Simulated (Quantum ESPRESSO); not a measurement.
# MnSe: parallel and opposed starts, part 2 of 2

A self-consistent run ends on one state, which hangs on the start. Several orders of MnSe are started in Quantum ESPRESSO and their energies compared.

Quantum ESPRESSO 7.5; PBEsol with U = 4 eV on Mn d (ortho-atomic projectors); plane waves with GBRV 1.5 PBEsol potentials, no spin-orbit coupling.

So far, largest spin moment in the atom's sphere (μB): step 2 (run 1 (ferro +)) 4.56.

The database entry behind the starting cell differs from later determinations by our own check (about 0.4 % short), so it need not match the best structure at ambient conditions.

### Step 3. Run 2 (antiferro q=(0,1/2,1/2) +−)

This order needs a doubled cell of 4 atoms. The wavevector q is in fractions of the reciprocal vectors of the crystal's primitive cell, as the cells of these inputs are built from it; moments change sign between cells as cos(2π q·R).

pw.in reads:

```
&CONTROL
  calculation = 'scf'
  prefix = 'pwscf'
  outdir = './tmp'
  pseudo_dir = './pseudo'
  disk_io = 'nowf'
/
&SYSTEM
  ibrav = 0
  nat = 4
  ntyp = 3
  ecutwfc = 40
  ecutrho = 280
  nbnd = 30
  occupations = 'smearing'
  smearing = 'fd'
  degauss = 0.00367493
  nspin = 2
  starting_magnetization(1) = 0.3
  starting_magnetization(2) = -0.3
  starting_magnetization(3) = 0
/
&ELECTRONS
  conv_thr = 8d-09
  electron_maxstep = 150
  mixing_beta = 0.3
/
ATOMIC_SPECIES
Mn1    54.9380 mn_pbesol_v1.5.uspp.F.UPF
Mn2    54.9380 mn_pbesol_v1.5.uspp.F.UPF
Se     78.9710 se_pbesol_v1.uspp.F.UPF
CELL_PARAMETERS angstrom
   0.0000000000    2.7200000000    2.7200000000
   5.4400000000    0.0000000000    5.4400000000
   5.4400000000    2.7200000000    2.7200000000
ATOMIC_POSITIONS crystal
Mn1     0.0000000000    0.0000000000    0.0000000000
Mn2     0.0000000000    0.5000000000    0.0000000000
Se      0.5000000000    0.0000000000    0.5000000000
Se      0.5000000000    0.5000000000    0.5000000000
K_POINTS automatic
6 3 6 0 0 0
HUBBARD {ortho-atomic}
U Mn1-3d 4.0000
U Mn2-3d 4.0000
```

Launch:

```console
OMP_NUM_THREADS=1 mpirun -n 4 pw.x -nk 4 -in pw.in > pw.out
```

What it wrote:

```text
[banner, memory and clock lines left out]
Program PWSCF v.7.5 starts

     Message from routine setup:
     using ibrav=0 with symmetry is DISCOURAGED, use correct ibrav instead

     bravais-lattice index     =            0
     lattice parameter (alat)  =       7.2691  a.u.
     unit-cell volume          =     543.2044 (a.u.)^3
     number of atoms/cell      =            4
     number of atomic types    =            3
     number of electrons       =        42.00
     number of Kohn-Sham states=           30
     kinetic-energy cutoff     =      40.0000  Ry
     charge density cutoff     =     280.0000  Ry
     scf convergence threshold =      8.0E-09
     mixing beta               =       0.3000
     number of iterations used =            8  plain     mixing
     Exchange-correlation= SLA  PW   PSX  PSC
                           (   1   4  10   8   0   0   0)
     Hubbard projectors: ortho-atomic
     Hubbard parameters of DFT+U (Dudarev formulation) in eV:
     U(Mn1-3d) =  4.0000
     U(Mn2-3d) =  4.0000

     Internal variables: lda_plus_u =T, lda_plus_u_kind = 0

     Internal variables: orbital_resolved =F, hub_pot_fix =F, apply_U = F

     celldm(1)=   7.269136  celldm(2)=   0.000000  celldm(3)=   0.000000
     celldm(4)=   0.000000  celldm(5)=   0.000000  celldm(6)=   0.000000

     crystal axes: (cart. coord. in units of alat)
               a(1) = (   0.000000   0.707107   0.707107 )
               a(2) = (   1.414214   0.000000   1.414214 )
               a(3) = (   1.414214   0.707107   0.707107 )

     reciprocal axes: (cart. coord. in units 2 pi/alat)
               b(1) = ( -0.707107  0.707107  0.707107 )
               b(2) = (  0.000000 -0.707107  0.707107 )
               b(3) = (  0.707107  0.707107 -0.707107 )

     PseudoPot. # 1 for Mn read from file:
     mn_pbesol_v1.5.uspp.F.UPF
     Pseudo is Ultrasoft + core correction, Zval = 15.0

     PseudoPot. # 2 for Mn read from file:
     mn_pbesol_v1.5.uspp.F.UPF
     Pseudo is Ultrasoft + core correction, Zval = 15.0

     PseudoPot. # 3 for Se read from file:
     se_pbesol_v1.uspp.F.UPF
     Pseudo is Ultrasoft + core correction, Zval =  6.0

     atomic species   valence    mass     pseudopotential
     Mn1              15.00    54.93800     Mn( 1.00)
     Mn2              15.00    54.93800     Mn( 1.00)
     Se                6.00    78.97100     Se( 1.00)

     Starting magnetic structure
     atomic species   magnetization
     Mn1             0.300
     Mn2            -0.300
     Se              0.000

     16 Sym. Ops., with inversion, found

   Cartesian axes

     site n.     atom                  positions (alat units)
         1        Mn1    tau(   1) = (   0.0000000   0.0000000   0.0000000  )
         2        Mn2    tau(   2) = (   0.7071068   0.0000000   0.7071068  )
         3        Se     tau(   3) = (   0.7071068   0.7071068   0.7071068  )
         4        Se     tau(   4) = (   1.4142136   0.7071068   1.4142136  )

     number of k points=    20  Fermi-Dirac smearing, width (Ry)=  0.0037
                       cart. coord. in units 2pi/alat
        k(    1) = (   0.0000000   0.0000000   0.0000000), wk =   0.0092593
        k(    2) = (   0.1178511   0.1178511  -0.1178511), wk =   0.0740741
        k(    3) = (   0.2357023   0.2357023  -0.2357023), wk =   0.0740741
        k(    4) = (  -0.3535534  -0.3535534   0.3535534), wk =   0.0185185
        k(    5) = (   0.0000000  -0.2357023   0.2357023), wk =   0.0370370
        [... 15 further k-points ...]

     Dense  grid:    43103 G-vectors     FFT dimensions: (  40,  80,  72)

     Smooth grid:    18649 G-vectors     FFT dimensions: (  30,  60,  54)

     Check: negative core charge=   -0.000028
     Generating pointlists ...
     new r_m :   0.2917 (alat units)  2.1203 (a.u.) for type    1
     new r_m :   0.2917 (alat units)  2.1203 (a.u.) for type    2
     new r_m :   0.2917 (alat units)  2.1203 (a.u.) for type    3

     Initial potential from superposition of free atoms

     starting charge      40.9997, renormalised to      42.0000

     STARTING HUBBARD OCCUPATIONS:

     =================== HUBBARD OCCUPATIONS ===================
     ------------------------ ATOM    1 ------------------------
     Tr[ns(  1)] (up, down, total) =   5.00000  0.00000  5.00000
     Atomic magnetic moment for atom   1 =   5.00000
     [... lines left out ...]
     ------------------------ ATOM    2 ------------------------
     Tr[ns(  2)] (up, down, total) =   0.00000  5.00000  5.00000
     Atomic magnetic moment for atom   2 =  -5.00000
     [... lines left out ...]
     Number of occupied Hubbard levels =   10.0000

     Atomic wfc used for Hubbard projectors are orthogonalized

     Starting wfcs are   34 randomized atomic wfcs

     Self-consistent Calculation

     iteration #  1     ecut=    40.00 Ry     beta= 0.30
     Davidson diagonalization with overlap
     ethr =  1.00E-02,  avg # of iterations =  4.6

     =================== HUBBARD OCCUPATIONS ===================
     ------------------------ ATOM    1 ------------------------
     Tr[ns(  1)] (up, down, total) =   4.86324  0.14437  5.00761
     Atomic magnetic moment for atom   1 =   4.71887
     [... lines left out ...]
     ------------------------ ATOM    2 ------------------------
     Tr[ns(  2)] (up, down, total) =   0.14423  4.86301  5.00724
     Atomic magnetic moment for atom   2 =  -4.71877
     [... lines left out ...]
     Number of occupied Hubbard levels =   10.0149

     total energy              =    -508.56001485 Ry
     estimated scf accuracy    <       0.91486948 Ry

     total magnetization       =    -0.00 Bohr mag/cell
     absolute magnetization    =     9.71 Bohr mag/cell

     iteration #  2     ecut=    40.00 Ry     beta= 0.30
     Davidson diagonalization with overlap
     ethr =  2.18E-03,  avg # of iterations =  2.0

     total energy              =    -508.70537039 Ry
     estimated scf accuracy    <       0.05153621 Ry

     total magnetization       =    -0.00 Bohr mag/cell
     absolute magnetization    =     9.72 Bohr mag/cell

     [... further iterations left out ...]

     iteration # 12     ecut=    40.00 Ry     beta= 0.30
     Davidson diagonalization with overlap
     ethr =  5.20E-11,  avg # of iterations =  4.3

     negative rho (up, down):  3.977E-04 3.977E-04

     total energy              =    -508.72713352 Ry
     estimated scf accuracy    <       0.00000001 Ry

     total magnetization       =     0.00 Bohr mag/cell
     absolute magnetization    =     9.75 Bohr mag/cell

     iteration # 13     ecut=    40.00 Ry     beta= 0.30
     Davidson diagonalization with overlap
     ethr =  2.71E-11,  avg # of iterations =  2.0

     negative rho (up, down):  3.977E-04 3.977E-04

     Magnetic moment per site  (integrated on atomic sphere of radius R)
     atom   1 (R=0.292)  charge= 13.2983  magn=  4.5365
     atom   2 (R=0.292)  charge= 13.2983  magn= -4.5365
     atom   3 (R=0.292)  charge=  4.4010  magn= -0.0251
     atom   4 (R=0.292)  charge=  4.4010  magn=  0.0251

     End of self-consistent calculation

     =================== HUBBARD OCCUPATIONS ===================
     ------------------------ ATOM    1 ------------------------
     Tr[ns(  1)] (up, down, total) =   4.97164  0.27239  5.24403
     Atomic magnetic moment for atom   1 =   4.69925
     [... lines left out ...]
     ------------------------ ATOM    2 ------------------------
     Tr[ns(  2)] (up, down, total) =   0.27239  4.97164  5.24403
     Atomic magnetic moment for atom   2 =  -4.69925
     [... lines left out ...]
     Number of occupied Hubbard levels =   10.4881

     [... lines left out ...]
     the Fermi energy is     9.5684 ev

!    total energy              =    -508.72713352 Ry
     estimated scf accuracy    <          1.2E-09 Ry
     smearing contrib. (-TS)   =      -0.00014545 Ry
     internal energy E=F+TS    =    -508.72698808 Ry

     The total energy is F=E-TS. E is the sum of the following terms:
     one-electron contribution =    -280.01622945 Ry
     hartree contribution      =     154.03443619 Ry
     xc contribution           =    -111.85681333 Ry
     ewald contribution        =    -270.97003916 Ry
     Hubbard energy            =       0.08165769 Ry

     total magnetization       =     0.00 Bohr mag/cell
     absolute magnetization    =     9.75 Bohr mag/cell

     convergence has been achieved in  13 iterations
```

It took 20 s on 4 MPI ranks of AMD EPYC 9R14 (Zen 4), shared host; peak memory 0.64 GiB; 78 s of CPU time.

Spin moment in the atom's sphere by atom:

| atom | spin moment in the atom's sphere (μB) |
| --- | --- |
| Mn1 | 4.54 |
| Mn2 | -4.54 |
| Se3 | -0.03 |
| Se4 | 0.03 |

Numbers from this step:

```yaml
smearing_term_ts: 0.001979 eV
magnetization: 0 μB
absolute_magnetization: 9.752 μB
final_state: antiferromagnetic
```

### Step 4. Start 3: antiferro q=(0,0,1/2) +−

This order needs a doubled cell of 4 atoms.

pw.in, as its differences from that of step 3:

```diff
@@ -33,11 +33,11 @@
    0.0000000000    2.7200000000    2.7200000000
-   5.4400000000    0.0000000000    5.4400000000
-   5.4400000000    2.7200000000    2.7200000000
+   2.7200000000    0.0000000000    2.7200000000
+   5.4400000000    5.4400000000    0.0000000000
 ATOMIC_POSITIONS crystal
 Mn1     0.0000000000    0.0000000000    0.0000000000
-Mn2     0.0000000000    0.5000000000    0.0000000000
-Se      0.5000000000    0.0000000000    0.5000000000
-Se      0.5000000000    0.5000000000    0.5000000000
+Mn2     0.0000000000    0.0000000000    0.5000000000
+Se      0.5000000000    0.5000000000    0.2500000000
+Se      0.5000000000    0.5000000000    0.7500000000
 K_POINTS automatic
-6 3 6 0 0 0
+6 6 3 0 0 0
 HUBBARD {ortho-atomic}
```

What it wrote:

```text
     [... lines left out ...]
Program PWSCF v.7.5 starts
     [... lines left out ...]
     number of atoms/cell      =            4
     [... lines left out ...]
     number of electrons       =        42.00
     number of Kohn-Sham states=           30
     kinetic-energy cutoff     =      40.0000  Ry
     charge density cutoff     =     280.0000  Ry
     scf convergence threshold =      8.0E-09
     [... lines left out ...]
     12 Sym. Ops., with inversion, found
     [... lines left out ...]
     number of k points=    16  Fermi-Dirac smearing, width (Ry)=  0.0037
     [... lines left out ...]
     iteration # 15     ecut=    40.00 Ry     beta= 0.30
     [... lines left out ...]
     Magnetic moment per site  (integrated on atomic sphere of radius R)
     atom   1 (R=0.292)  charge= 13.3087  magn=  4.4729
     atom   2 (R=0.292)  charge= 13.3087  magn= -4.4729
     atom   3 (R=0.292)  charge=  4.3973  magn=  0.0000
     atom   4 (R=0.292)  charge=  4.3973  magn=  0.0000
     [... lines left out ...]
     Tr[ns(  1)] (up, down, total) =   4.97059  0.30378  5.27437
     [... lines left out ...]
     Tr[ns(  2)] (up, down, total) =   0.30378  4.97059  5.27437
     [... lines left out ...]
     the Fermi energy is     9.6218 ev
!    total energy              =    -508.73134802 Ry
     estimated scf accuracy    <          2.3E-09 Ry
     smearing contrib. (-TS)   =      -0.00000000 Ry
     [... lines left out ...]
     total magnetization       =    -0.00 Bohr mag/cell
     absolute magnetization    =     9.48 Bohr mag/cell
     convergence has been achieved in  15 iterations
```

It took 13 s on 4 MPI ranks; peak memory 0.53 GiB; 52 s of CPU time.

Spin moment in the atom's sphere by atom:

| atom | spin moment in the atom's sphere (μB) |
| --- | --- |
| Mn1 | 4.47 |
| Mn2 | -4.47 |
| Se3 | 0.00 |
| Se4 | 0.00 |

Numbers from this step:

| Property | Result |
| --- | --- |
| smearing term TS | 4.46e-8 eV |
| magnetization | 0 μB |
| absolute magnetization | 9.478 μB |
| final state | antiferromagnetic |

### Step 5. Energies of the orders

An order is kept where moments of 0.15 μB or more survive with the typed signs; meshes match where a doubled cell samples the same k points as the first cell.

Orders:

| start | final state | typed order kept | energy over the lowest (meV a seeded atom) | largest site moment (μB) | net moment (μB a cell of the first run) | mesh matched | CPU time (s) |
| --- | --- | --- | --- | --- | --- | --- | --- |
| ferro + | ferromagnetic | yes | 38.69 | 4.564 | 5 | yes | 16.2 |
| antiferro q=(0,1/2,1/2) +- | antiferromagnetic | yes | 28.67 | 4.536 | 0 | yes | 77.86 |
| antiferro q=(0,0,1/2) +- | antiferromagnetic | yes | 0 | 4.473 | 0 | yes | 52.38 |

### Step 6. Energy mapping

E = −Σ J e·e over ordered pairs of unit vectors, so each pair counts twice. As many shells are taken as there are differences of energy, so the couplings are solved for and no residual tests the model; further shells are folded in, and shells whose pairs keep their relative signs in all orders cancel and are not probed. Couplings from the energies:

| pair | distance (Å) | neighbours an atom | J (meV) |
| --- | --- | --- | --- |
| Mn-Mn | 3.847 | 12 | -0.6264 |
| Mn-Mn | 5.44 | 6 | -2.598 |

### Step 7. Occupations of the corrected shells in the lowest state

Occupations of the Hubbard shells:

| block | type | shell | spin | electrons | occupation numbers |
| --- | --- | --- | --- | --- | --- |
| 1 | Mn1 | 3d | up | 4.971 | 0.991 0.991 0.996 0.996 0.997 |
| 1 | Mn1 | 3d | down | 0.3038 | 0.021 0.021 0.022 0.120 0.120 |
| 2 | Mn2 | 3d | up | 0.3038 | 0.021 0.021 0.022 0.120 0.120 |
| 2 | Mn2 | 3d | down | 4.971 | 0.991 0.991 0.996 0.996 0.997 |

### Step 8. Results

| Item | Value |
| --- | --- |
| lowest state found | antiferromagnetic (from antiferro q=(0,0,1/2) +-) |
| largest site moment | 4.47 μB |
| next state with moments | antiferromagnetic, 28.7 meV a seeded atom higher |
| J of the weightiest shell (Mn-Mn, 5.44 Å; E = −Σ J e·e, ordered pairs) | -2.60 meV |

In words: The largest moment changes by 2.0 % between the kept orders, as for well localised moments. This is the lowest of 3 collinear or spinless starts, no proof of the ground state.

[Logs and program files are shortened in this print: banners, set-up blocks, solver, clock and traceback lines can be left out without a mark of their own.]

[Logs are printed without paths, hosts, clocks, repeated set-up lines and the standing remarks that a program may print on its own settings, such as how far it seeks lower states.]

[Hosts, paths, dates, database ids (printed as entryN), source tags and the programs' standing remarks are cut or masked in the printed files.]

[Where a cell is said to come from a database of computed structures, the database is the Materials Project.]
